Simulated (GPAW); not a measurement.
# How KTaO3 absorbs and reflects light

Aim: the dielectric function of KTaO3, and the optical constants that follow from it.

Main program and level: GPAW 26.7.0; DFT, LDA, plane-wave PAW (GPAW data sets), scalar-relativistic, RPA, optical limit.

## 1. Set-up

Symmetry: Pm-3m, No. 221, cubic system. Conventional cell: a = 3.988 Å, b = 3.988 Å, c = 3.988 Å, α = 90.00°, β = 90.00°, γ = 90.00°. Nearest to Ta lie 6 O at 1.99 Å. Nearest to K lie 12 O at 2.82 Å. O has 2 Ta at 1.99 Å and 4 K at 2.82 Å nearest. Farther neighbours and most contacts between anions are not listed.

## 2. Ground state

First the ground state: is it a metal or has it a gap?

This step: DFT, LDA, plane-wave PAW (GPAW data sets), scalar-relativistic, ground state (GPAW 26.7.0).

Input file gs.py:

```python
from ase import Atoms
from ase.dft.bandgap import bandgap
from gpaw import GPAW, PW, FermiDirac

atoms = Atoms(['Ta', 'K', 'O', 'O', 'O'],
              cell=[[3.988300000000, 0.000000000000, 0.000000000000],
                    [0.000000000000, 3.988300000000, 0.000000000000],
                    [0.000000000000, 0.000000000000, 3.988300000000]],
              scaled_positions=[[0.000000000000, 0.000000000000, 0.000000000000],
                                [0.500000000000, 0.500000000000, 0.500000000000],
                                [0.000000000000, 0.000000000000, 0.500000000000],
                                [0.000000000000, 0.500000000000, 0.000000000000],
                                [0.500000000000, 0.000000000000, 0.000000000000]],
              pbc=[True, True, True])
atoms.calc = GPAW(mode=PW(500), xc='LDA', kpts={'size': (6, 6, 6), 'gamma': True},
                  occupations=FermiDirac(0.05), maxiter=150, txt='gs.txt')
print('energy (eV)', atoms.get_potential_energy())
print('Fermi level (eV)', atoms.calc.get_fermi_level())
print('valence electrons', atoms.calc.get_number_of_electrons())
print('gap (eV)', bandgap(atoms.calc, output=None)[0])
print('direct gap (eV)', bandgap(atoms.calc, direct=True, output=None)[0])
atoms.calc.write('gs.gpw')
```

Launch:

```sh
$ OMP_NUM_THREADS=1 python gs.py
```

Numbers of over 12 decimals in the logs are rounded to 6 here.

The program printed:

```text
__  _  _
 | _ |_)|_||  |
 |__||  | ||/\| - 26.7.0

Versions:
  Python: 3.12.14
  ASE:    3.29.0
  Numpy:  2.5.5
  Scipy:  1.18.1
  Libxc:  7.0.0

Input parameters:
  mode=PW(ecut=500.0),
  kpts=MonkhorstPack(size=(6, 6, 6), gamma=True),
  maxiter=150,
  occupations=Occupations(name='fermi-dirac', width=0.05, fixmagmom=False),
  xc=XC(name='LDA')

Diagonalizing LCAO Hamiltonian
Converting LCAO to pw mode
   .---------.
  /|         |
 * |         |
 | |         |
 | |   K     |
 O .---------.
 |O         /
 Ta---O----*

Atoms  # Å, Bohr magnetons
|   | symbol |        x |        y |        z |    initial magnetic moments |
| 0 |     Ta | 0.000000 | 0.000000 | 0.000000 | ( 0.0000,  0.0000,  0.0000) |
| 1 |      K | 1.994150 | 1.994150 | 1.994150 | ( 0.0000,  0.0000,  0.0000) |
| 2 |      O | 0.000000 | 0.000000 | 1.994150 | ( 0.0000,  0.0000,  0.0000) |
| 3 |      O | 0.000000 | 1.994150 | 0.000000 | ( 0.0000,  0.0000,  0.0000) |
| 4 |      O | 1.994150 | 0.000000 | 0.000000 | ( 0.0000,  0.0000,  0.0000) |

Unit cell  # Å
| periodic |        x |        y |        z |  lengths |    angles |
|      yes | 3.988300 | 0.000000 | 0.000000 | 3.988300 | 90.000000 |
|      yes | 0.000000 | 3.988300 | 0.000000 | 3.988300 | 90.000000 |
|      yes | 0.000000 | 0.000000 | 3.988300 | 3.988300 | 90.000000 |

Number of symmetries: 48
Symmetry operations  # r_c * U_cc + t_c -> r_c
|    | kind |            matrix            |
|  0 |  E   |  1, 0, 0,  0, 1, 0,  0, 0, 1 |
|  1 |  σ   |  1, 0, 0,  0, 1, 0,  0, 0,-1 |
|  2 |  σ   |  1, 0, 0,  0, 0, 1,  0, 1, 0 |
|  3 |  C4  |  1, 0, 0,  0, 0, 1,  0,-1, 0 |
|  4 |  C4  |  1, 0, 0,  0, 0,-1,  0, 1, 0 |
|  5 |  σ   |  1, 0, 0,  0, 0,-1,  0,-1, 0 |
|  6 |  σ   |  1, 0, 0,  0,-1, 0,  0, 0, 1 |
|  7 |  C2  |  1, 0, 0,  0,-1, 0,  0, 0,-1 |
|  8 |  σ   |  0, 1, 0,  1, 0, 0,  0, 0, 1 |
|  9 |  C2  |  0, 1, 0,  1, 0, 0,  0, 0,-1 |
| 10 |  C3  |  0, 1, 0,  0, 0, 1,  1, 0, 0 |
| 11 |  S6  |  0, 1, 0,  0, 0, 1, -1, 0, 0 |
| 12 |  S6  |  0, 1, 0,  0, 0,-1,  1, 0, 0 |
| 13 |  C3  |  0, 1, 0,  0, 0,-1, -1, 0, 0 |
| 14 |  C4  |  0, 1, 0, -1, 0, 0,  0, 0, 1 |
| 15 |  S4  |  0, 1, 0, -1, 0, 0,  0, 0,-1 |
| 16 |  C3  |  0, 0, 1,  1, 0, 0,  0, 1, 0 |
| 17 |  S6  |  0, 0, 1,  1, 0, 0,  0,-1, 0 |
| 18 |  σ   |  0, 0, 1,  0, 1, 0,  1, 0, 0 |
| 19 |  C4  |  0, 0, 1,  0, 1, 0, -1, 0, 0 |
| 20 |  C2  |  0, 0, 1,  0,-1, 0,  1, 0, 0 |
| 21 |  S4  |  0, 0, 1,  0,-1, 0, -1, 0, 0 |
| 22 |  S6  |  0, 0, 1, -1, 0, 0,  0, 1, 0 |
| 23 |  C3  |  0, 0, 1, -1, 0, 0,  0,-1, 0 |
| 24 |  S6  |  0, 0,-1,  1, 0, 0,  0, 1, 0 |
| 25 |  C3  |  0, 0,-1,  1, 0, 0,  0,-1, 0 |
| 26 |  C4  |  0, 0,-1,  0, 1, 0,  1, 0, 0 |
| 27 |  σ   |  0, 0,-1,  0, 1, 0, -1, 0, 0 |
| 28 |  S4  |  0, 0,-1,  0,-1, 0,  1, 0, 0 |
| 29 |  C2  |  0, 0,-1,  0,-1, 0, -1, 0, 0 |
| 30 |  C3  |  0, 0,-1, -1, 0, 0,  0, 1, 0 |
| 31 |  S6  |  0, 0,-1, -1, 0, 0,  0,-1, 0 |
| 32 |  C4  |  0,-1, 0,  1, 0, 0,  0, 0, 1 |
| 33 |  S4  |  0,-1, 0,  1, 0, 0,  0, 0,-1 |
| 34 |  S6  |  0,-1, 0,  0, 0, 1,  1, 0, 0 |
| 35 |  C3  |  0,-1, 0,  0, 0, 1, -1, 0, 0 |
| 36 |  C3  |  0,-1, 0,  0, 0,-1,  1, 0, 0 |
| 37 |  S6  |  0,-1, 0,  0, 0,-1, -1, 0, 0 |
| 38 |  σ   |  0,-1, 0, -1, 0, 0,  0, 0, 1 |
| 39 |  C2  |  0,-1, 0, -1, 0, 0,  0, 0,-1 |
| 40 |  σ   | -1, 0, 0,  0, 1, 0,  0, 0, 1 |
| 41 |  C2  | -1, 0, 0,  0, 1, 0,  0, 0,-1 |
| 42 |  C2  | -1, 0, 0,  0, 0, 1,  0, 1, 0 |
| 43 |  S4  | -1, 0, 0,  0, 0, 1,  0,-1, 0 |
| 44 |  S4  | -1, 0, 0,  0, 0,-1,  0, 1, 0 |
| 45 |  C2  | -1, 0, 0,  0, 0,-1,  0,-1, 0 |
| 46 |  C2  | -1, 0, 0,  0,-1, 0,  0, 0, 1 |
| 47 |  i   | -1, 0, 0,  0,-1, 0,  0, 0,-1 |

BZ-sampling:
  Number of BZ points: 216
  Number of IBZ points: 20

  Monkhorst-Pack size: [6, 6, 6]
  Monkhorst-Pack shift: [0.083333, 0.083333, 0.083333]

K-points  # in reciprocal-cell coordinates
|     |                                coordinates |     weight |
|   0 | (  0.00000000,   0.00000000,   0.00000000) | 0.00462963 |
|   1 | (  0.16666667,   0.00000000,   0.00000000) | 0.02777778 |
|   2 | (  0.16666667,   0.16666667,   0.00000000) | 0.05555556 |
|   3 | (  0.16666667,   0.16666667,   0.16666667) | 0.03703704 |
|   4 | (  0.33333333,   0.00000000,   0.00000000) | 0.02777778 |
|   5 | (  0.33333333,   0.16666667,   0.00000000) | 0.11111111 |
|   6 | (  0.33333333,   0.16666667,   0.16666667) | 0.11111111 |
|   7 | (  0.33333333,   0.33333333,   0.00000000) | 0.05555556 |
|   8 | (  0.33333333,   0.33333333,   0.16666667) | 0.11111111 |
|   9 | (  0.33333333,   0.33333333,   0.33333333) | 0.03703704 |
| ... |                                            |            |
|  19 | (  0.50000000,   0.50000000,   0.50000000) | 0.00462963 |

Plane wave coefficients: 1640
Cutoff: 500.0 eV

Spin-components: 1 (collinear spins)
Bands:           28
Projectors:      26
Spin-degeneracy: 2
Datatype:        complex128

Parallelization:
  kpt:    1
  domain: 1
  band:   1

Density:
  Valence electrons: 40.0
  Components: 1
  Grid points: [21 21 21]
  Charge: 0.0  # |e|

Potential:
  Grid points: [21 21 21]

species:
  Ta:
    name:    Tantalum
    id:
    Z:       73.0
    valence: 13
    core:    60
    charge:  0.0  # [|e|]
    compensation charges:
      type: gauss
      rc: 0.42  # [Å]
      lmax: 2
    cutoffs:
      filter: 2.36  # [Å]
      core: 3.45  # [Å]
    projectors
    | kind |    occ | energy [eV] | rcut [Å] |
    |   5s |  2.000 |     -72.979 |    1.365 |
    |   6s |  2.000 |      -5.599 |    1.365 |
    |   5p |  6.000 |     -39.590 |    1.349 |
    |   6p |  0.000 |      -1.483 |    1.349 |
    |   5d |  3.000 |      -3.794 |    1.307 |
    |    d |        |      23.417 |    1.307 |

    Using partial waves for Ta as LCAO basis

  K:
    name:    Potassium
    id:
    Z:       19.0
    valence: 9
    core:    10
    charge:  0.0  # [|e|]
    compensation charges:
      type: gauss
      rc: 0.35  # [Å]
      lmax: 2
    cutoffs:
      filter: 1.91  # [Å]
      core: 1.27  # [Å]
    projectors
    | kind |    occ | energy [eV] | rcut [Å] |
    |   3s |  2.000 |     -35.177 |    1.122 |
    |   4s |  1.000 |      -2.428 |    1.122 |
    |   3p |  6.000 |     -18.839 |    1.106 |
    |    p |        |       8.373 |    1.106 |
    |    d |        |       0.000 |    0.937 |

    Using partial waves for K as LCAO basis

  O:
    name:    Oxygen
    id:
    Z:       8.0
    valence: 6
    core:    2
    charge:  0.0  # [|e|]
    compensation charges:
      type: gauss
      rc: 0.21  # [Å]
      lmax: 2
    cutoffs:
      filter: 1.17  # [Å]
      core: 0.83  # [Å]
    projectors
    | kind |    occ | energy [eV] | rcut [Å] |
    |   2s |  2.000 |     -23.752 |    0.688 |
    |   2p |  4.000 |      -9.195 |    0.598 |
    |    s |        |       3.459 |    0.688 |
    |    p |        |      18.016 |    0.598 |
    |    d |        |       0.000 |    0.619 |

    Using partial waves for O as LCAO basis

Reference energy: -446346.713772  # eV

eigensolver:
  PPCG
  Converge bands: occupied
  niter=2

density mixing:
  MSR1-Mixer
  Pratt-step length: 0.05
  Maximum mixing coefficient: 0.75
  Old densities: 10
  SVD Regularization: 0.005
  Good broyden scale: 1.0
  Trust region scale: 1.0
  Backstep threshold: 4.0
  History deletion threshold: 6.0
  Fourier metric: weight=20.0, sigma=0.015

occupation numbers:
  Fermi-Dirac:
    width: 0.0500  # eV

poisson solver:
  ecut: 4000.0  # eV

xc functional:
  name: None

convergence criteria:
- Maximum [total energy] change in last 3 cyles: 0.0005 eV / valence electron
- Maximum integral of absolute [dens]ity change: 0.0001 electrons / valence electron
- Maximum integral of absolute [eigenst]ate change: 4e-08 eV^2 / valence electron
maximum number of iterations: 150

SCF iterations
|iter     |      energy | eigst |  dens |
|iter:   1||  -48.067988 | -0.13 |       |
|iter:   2||  -46.587601 | -1.76 | -0.89 |
|iter:   3||  -42.997272 | -0.52 | -0.95 |
|iter:   4||  -42.927065 | -2.25 | -1.56 |
|iter:   5||  -42.907929 | -3.03 | -1.78 |
|iter:   6||  -42.906752 | -4.14 | -2.68 |
|iter:   7||  -42.906770c| -5.27 | -3.17 |
|iter:   8||  -42.906772c| -6.91 | -3.76 |
|iter:   9||  -42.906772c| -7.61c| -4.52c|

Converged in 9 steps
SCF loop duration: 13.327 s (1.481 s/step)
Energy contributions relative to reference atoms: (reference = -446346.713772)

Energy contributions:
  Kinetic:          19.926559
  Coulomb:         -24.060059
  Zero:             -0.684185
  External:          0.000000
  Xc:              -38.089086
  Entropy:          -0.000000
  Spinorbit:         0.000000
  ----------------------------
  Free energy:     -42.906772
  Extrapolated:    -42.906772

dipole moment: (-36.875608, -36.875608, -36.875608)  # |e|*Ang

Fermi level: 6.059
Eigenvalues  # (at kpt = [0.000, 0.000, 0.000])
| band index |      eig [eV] | occ [0-2] |
|          0 |       -62.296 |     2.000 |
|        ... |               |           |
|         12 |         2.605 |     2.000 |
|         13 |         2.605 |     2.000 |
|         14 |         3.977 |     2.000 |
|         15 |         3.977 |     2.000 |
|         16 |         3.977 |     2.000 |
|         17 |         4.395 |     2.000 |
|         18 |         4.395 |     2.000 |
|         19 |         4.395 |     2.000 |
|         20 |         7.074 |     0.000 |
|         21 |         7.074 |     0.000 |
|         22 |         7.074 |     0.000 |
|         23 |        11.406 |     0.000 |
|         24 |        11.786 |     0.000 |
|         25 |        11.786 |     0.000 |
|         26 |        12.812 |     0.000 |
|         27 |        12.812 |     0.000 |

Gap: 2.038 eV
Transition (v -> c):
  (s=0, k=18, n=19, [0.50, 0.50, 0.33]) -> (s=0, k=0, n=20, [0.00, 0.00, 0.00])
Direct/indirect transitions are different
Direct gap: 2.678 eV
Transition at: (s=0, k=0, n=19, [0.00, 0.00, 0.00])

--- standard output ---
energy (eV) -42.906772
Fermi level (eV) 6.059230
valence electrons 40.0
gap (eV) 2.038053
direct gap (eV) 2.678357
```

It took 15 s on 1 thread of Arm Neoverse V2, shared host; peak memory 0.16 GiB.

Read-outs, printed or worked out from the files:

- energy: -42.91 eV
- Fermi energy: 6.059 eV
- gap on the k-mesh: 2.038 eV
- direct gap on the mesh: 2.678 eV
- electrons: 40

There is a gap, 2.04 eV on this mesh (points off the mesh can give less), so no carriers' term is needed.

## 3. Bands for the response

The response needs many more empty bands than the density does.

This step: DFT, LDA, plane-wave PAW (GPAW data sets), scalar-relativistic, bands at fixed density (GPAW 26.7.0).

Input file nscf.py:

```python
from ase.dft.bandgap import bandgap
from gpaw import GPAW, FermiDirac

calc = GPAW('gs.gpw').fixed_density(kpts={'size': (8, 8, 8), 'gamma': True}, nbands=49, convergence={'bands': 43},
                                    occupations=FermiDirac(0.001), txt='nscf.txt')
print('gap (eV)', bandgap(calc, output=None)[0])
print('direct gap (eV)', bandgap(calc, direct=True, output=None)[0])
print('top band over the Fermi level (eV)', min(calc.get_eigenvalues(kpt=k)[42] for k in range(len(calc.get_ibz_k_points()))) - calc.get_fermi_level())
calc.write('full.gpw', mode='all')
```

Launch:

```sh
$ OMP_NUM_THREADS=1 python nscf.py
```

The program printed:

```text
Diagonalizing LCAO Hamiltonian
Converting LCAO to pw mode
convergence criteria:
- Maximum integral of absolute [eigenst]ate change: 4e-08 eV^2 / valence electron
maximum number of iterations: 150

SCF iterations
|iter     |      energy | eigst |  dens |
|iter:   1||             | +3.03 |       |
|iter:   2||             | +1.85 |       |
|iter:   3||             | +0.78 |       |
|iter:   4||             | -0.34 |       |
|iter:   5||             | -1.33 |       |
|iter:   6||             | -2.53 |       |
|iter:   7||             | -3.51 |       |
|iter:   8||             | -4.65 |       |
|iter:   9||             | -5.60 |       |
|iter:  10||             | -6.70 |       |
|iter:  11||             | -7.40 |       |
|iter:  12||             | -7.91c|       |
SCF steps: 12
  __  _  _
 | _ |_)|_||  |
 |__||  | ||/\| - 26.7.0

Versions:
  Python: 3.12.14
  ASE:    3.29.0
  Numpy:  2.5.5
  Scipy:  1.18.1
  Libxc:  7.0.0

Input parameters:
  mode=PW(ecut=500.0),
  convergence={'bands': 43},
  gpts=array([21, 21, 21]),
  kpts=MonkhorstPack(size=(8, 8, 8), gamma=True),
  maxiter=150,
  nbands=49,
  occupations=Occupations(name='fermi-dirac', width=0.001, fixmagmom=False),
  parallel={},
  xc=XC(name='LDA')

--- standard output ---
gap (eV) 2.033581
direct gap (eV) 2.678357
top band over the Fermi level (eV) 21.692368
```

Run time: 52 s. Hardware: 1 thread; peak memory 0.22 GiB.

Read-outs, printed or worked out from the files:

- gap on the k-mesh: 2.034 eV

(Part 1 of 2 ends here.)

[Machine, clock and banner lines and Python warnings are left out of the logs.]

[Logs are printed without paths, hosts, clocks, repeated set-up lines and the standing remarks that a program may print on its own settings, such as how far it seeks lower states.]

[Hosts, paths, dates, database ids (printed as entryN), source tags and the programs' standing remarks are cut or masked in the printed files.]
